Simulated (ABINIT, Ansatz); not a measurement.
# CsPbCl3 (Pm-3m): modes at Γ and the response to a field, part 2 of 2

Which modes does CsPbCl3 (Pm-3m) have at the zone centre?

ABINIT 10.8.3; DFT LDA, scalar-relativistic, plane waves, PseudoDojo norm-conserving pseudopotentials.

So far. Step 3 (Self-consistent run for the response): The cell stands at -0.49 GPa: the relaxation ran with a smoothed and higher cutoff and on another k mesh. Step 5 (Linear response at Γ): The acoustic modes at Γ come out as far as 0.1 cm⁻¹ from zero, where they should vanish, a small numerical error; the Born charges miss their sum rule by 0.55 e, too much: mesh or cutoff is short for the field response. The relaxed cell has a = 5.529 Å (conventional setting).

### 6. Modes with the sum rule

anaddb reads the merged derivatives and imposes the acoustic sum rule.

anaddb.abi reads:

```
ddb_filepath "gamma_DDB"
output_file "anaddb.abo"
outdata_prefix "anaddb"
asr 1
chneut 1
enunit 2
eivec 1
nph1l 1
qph1l 0.0 0.0 0.0 1.0
dieflag 1
nph2l 3
qph2l 
    1.0 0.0 0.0 0.0
    0.0 0.0 1.0 0.0
    1.0 1.0 1.0 0.0
```

mrgddb.in reads:

```
gamma_DDB
merged
2
dfpt_gammao_DS2_DDB
gso_DDB
```

Started as:

```sh
mrgddb < mrgddb.in > mrgddb.log
OMP_NUM_THREADS=1 anaddb anaddb.abi > anaddb.log
```

anaddb.abo, the main output file:

```text
[banners, grids, parts of the stress and lines that vanish by symmetry left out]
-outvars_anaddb: echo values of input variables ----------------------

 Flags :
[...]
Dielectric Tensor and Effective Charges
[...]
Effective charge tensors after
[...]
Phonon wavevector (reduced coordinates) :  0.00000  0.00000  0.00000
 Phonon energies in Hartree :
[...]
Phonon energies in meV     :
- -2.844702E+00 -2.844702E+00 -2.844702E+00  0.000000E+00  0.000000E+00
-  0.000000E+00  2.441214E+00  2.441214E+00  2.441214E+00  6.600424E+00
-  6.600424E+00  6.600424E+00  2.080469E+01  2.080469E+01  2.080469E+01
 Phonon frequencies in cm-1    :
- -2.294407E+01 -2.294407E+01 -2.294407E+01  0.000000E+00  0.000000E+00
-  0.000000E+00  1.968972E+01  1.968972E+01  1.968972E+01  5.323601E+01
-  5.323601E+01  5.323601E+01  1.678011E+02  1.678011E+02  1.678011E+02
 Phonon frequencies in Thz     :
- -6.878458E-01 -6.878458E-01 -6.878458E-01  0.000000E+00  0.000000E+00
-  0.000000E+00  5.902830E-01  5.902830E-01  5.902830E-01  1.595975E+00
-  1.595975E+00  1.595975E+00  5.030551E+00  5.030551E+00  5.030551E+00
 Phonon energies in Kelvin  :
- -3.301139E+01 -3.301139E+01 -3.301139E+01  0.000000E+00  0.000000E+00
-  0.000000E+00  2.832911E+01  2.832911E+01  2.832911E+01  7.659473E+01
-  7.659473E+01  7.659473E+01  2.414283E+02  2.414283E+02  2.414283E+02
[...]
-  1  0.00000000E+00  0.00000000E+00 -1.55441627E-03
-     0.00000000E+00  0.00000000E+00  0.00000000E+00
-  2  0.00000000E+00  0.00000000E+00  3.63759990E-04
-     0.00000000E+00  0.00000000E+00  0.00000000E+00
-  3  0.00000000E+00  0.00000000E+00  3.86900825E-04
-     0.00000000E+00  0.00000000E+00  0.00000000E+00
-  4  0.00000000E+00  0.00000000E+00  1.65720075E-03
-     0.00000000E+00  0.00000000E+00  0.00000000E+00
-  5  0.00000000E+00  0.00000000E+00  1.65720075E-03
-     0.00000000E+00  0.00000000E+00  0.00000000E+00
[...]
-  1  0.00000000E+00 -1.55441627E-03  0.00000000E+00
-     0.00000000E+00  0.00000000E+00  0.00000000E+00
-  2  0.00000000E+00  3.63759990E-04  0.00000000E+00
-     0.00000000E+00  0.00000000E+00  0.00000000E+00
-  3  0.00000000E+00  1.65720075E-03  0.00000000E+00
-     0.00000000E+00  0.00000000E+00  0.00000000E+00
-  4  0.00000000E+00  1.65720075E-03  0.00000000E+00
-     0.00000000E+00  0.00000000E+00  0.00000000E+00
-  5  0.00000000E+00  3.86900825E-04  0.00000000E+00
-     0.00000000E+00  0.00000000E+00  0.00000000E+00
[...]
-  1  1.55441627E-03  0.00000000E+00  0.00000000E+00
-     0.00000000E+00  0.00000000E+00  0.00000000E+00
-  2 -3.63759990E-04  0.00000000E+00  0.00000000E+00
-     0.00000000E+00  0.00000000E+00  0.00000000E+00
-  3 -1.65720075E-03  0.00000000E+00  0.00000000E+00
-     0.00000000E+00  0.00000000E+00  0.00000000E+00
[...]
-     0.00000000E+00  0.00000000E+00  0.00000000E+00
[...]
-  1  2.03329497E-05  0.00000000E+00  0.00000000E+00
-     0.00000000E+00  0.00000000E+00  0.00000000E+00
-  2  5.84166143E-04  0.00000000E+00  0.00000000E+00
-     0.00000000E+00  0.00000000E+00  0.00000000E+00
-  3  8.93415553E-05  0.00000000E+00  0.00000000E+00
-     0.00000000E+00  0.00000000E+00  0.00000000E+00
-  4 -3.66901269E-03  0.00000000E+00  0.00000000E+00
-     0.00000000E+00  0.00000000E+00  0.00000000E+00
-  5  8.93415553E-05  0.00000000E+00  0.00000000E+00
-     0.00000000E+00  0.00000000E+00  0.00000000E+00
[...]
-     1          0.000002    -0.000000    -1.679785     1.679785
-     2          0.000000    -1.679785     0.000000     1.679785
[...]
-     8          0.000000    -0.000000    -0.000000     0.000000
-     9         -0.000000    -0.000000     0.000000     0.000000
-    10         -0.000001     0.000001    -1.264647     1.264647
-    11         -0.000002    -1.264647    -0.000001     1.264647
-    12         -1.264647     0.000002     0.000001     1.264647
-    13          0.000000     0.000000     3.769331     3.769331
-    14          0.000005    -3.769331     0.000000     3.769331
-    15          3.769331     0.000005    -0.000000     3.769331
[...]
-   1     Real    0.0000E+00  0.0000E+00  2.3112E-05  0.0000E+00 -3.3660E-11  2.3707E-12  2.3112E-05
[...]
-   2     Real    0.0000E+00  2.3112E-05  0.0000E+00 -3.8299E-12  0.0000E+00 -2.3707E-12  2.3112E-05
[...]
-   3     Real    2.3112E-05  0.0000E+00  0.0000E+00  3.8299E-12  3.3660E-11  0.0000E+00  2.3112E-05
[...]
-   4     Real    0.0000E+00  0.0000E+00  0.0000E+00  0.0000E+00  0.0000E+00  0.0000E+00  0.0000E+00
[...]
-   5     Real    0.0000E+00  0.0000E+00  0.0000E+00  0.0000E+00  0.0000E+00  0.0000E+00  0.0000E+00
[...]
-   6     Real    0.0000E+00  0.0000E+00  0.0000E+00  0.0000E+00  0.0000E+00  0.0000E+00  0.0000E+00
[...]
-   7     Real    0.0000E+00  0.0000E+00  0.0000E+00  0.0000E+00  0.0000E+00  0.0000E+00  0.0000E+00
[...]
-   8     Real    0.0000E+00  0.0000E+00  0.0000E+00  0.0000E+00  0.0000E+00  0.0000E+00  0.0000E+00
[...]
-   9     Real    0.0000E+00  0.0000E+00  0.0000E+00  0.0000E+00  0.0000E+00  0.0000E+00  0.0000E+00
[...]
-  10     Real    0.0000E+00  0.0000E+00  1.5303E-05  0.0000E+00  1.6679E-11 -1.2524E-11  1.5303E-05
[...]
-  11     Real    0.0000E+00  1.5303E-05  0.0000E+00  2.6619E-11  0.0000E+00  1.2524E-11  1.5303E-05
[...]
-  12     Real    1.5303E-05  0.0000E+00  0.0000E+00 -2.6619E-11 -1.6679E-11  0.0000E+00  1.5303E-05
[...]
-  13     Real    0.0000E+00  0.0000E+00  1.9634E-04  0.0000E+00  0.0000E+00  0.0000E+00  1.9634E-04
[...]
-  14     Real    0.0000E+00  1.9634E-04  0.0000E+00 -2.3935E-10  0.0000E+00  0.0000E+00  1.9634E-04
[...]
-  15     Real    1.9634E-04  0.0000E+00  0.0000E+00  2.3935E-10  0.0000E+00  0.0000E+00  1.9634E-04
[...]
could try to raise your convergence parameters (ecut and k-points).
[...]
could try to raise your convergence parameters (ecut and k-points).
[...]
...

 abinit_abort: decision taken to exit. Check above messages for more info
```

Wall time 0.73 s (1 thread of Intel Xeon at 2.70GHz, shared host).

The program refused the input: “The lowest mode appears to be a "true" negative mode, and not an acoustic mode”.

With an imaginary mode the lattice part of the dielectric tensor has no meaning; dieflag 2 would ask for the electronic part alone. The modes stand as the response run printed them.

### 7. Summary of results

```yaml
space_group_after_relaxation: Pm-3m
volume_per_atom: 33.8 Å³
highest_optical_zone_centre_mode_no_lo_to_term: 167.8 cm⁻¹
lowest_optical_zone_centre_mode: -22.9 cm⁻¹
mean_high_frequency_dielectric_constant_probably_not_converged_in_the_k_mesh: 3.60
largest_born_charge_in_size_third_of_the_trace_probably_not_converged_in_the_k_mesh: 3.98 e
```

At the LDA level the optical modes of CsPbCl3 (Pm-3m) at the zone centre (no LO-TO term) run from 23i to 168 cm⁻¹, so the structure is a saddle point, with 3 modes beyond 10i cm⁻¹ there. The base run prints -0.49 GPa, mostly the error of a finite basis; the relaxation, with a smoothed and higher cutoff, had brought the cell to rest. The Born charges miss their sum rule by 0.55 e, a sign that the k mesh or the cutoff is short for the field response. ε∞, the Born charges and what follows from them are probably not converged in the k mesh. These are harmonic frequencies at zero temperature: anharmonic shifts and linewidths and thermal expansion are left out. Spin-orbit coupling is left out, which can matter for the heavy elements here.

[Host names and launcher messages were left out of these logs when they were recorded.]

[Logs are printed without paths, hosts, clocks, repeated set-up lines and the standing remarks that a program may print on its own settings, such as how far it seeks lower states.]

[Hosts, paths, dates, database ids (printed as entryN), source tags and the programs' standing remarks are cut or masked in the printed files.]
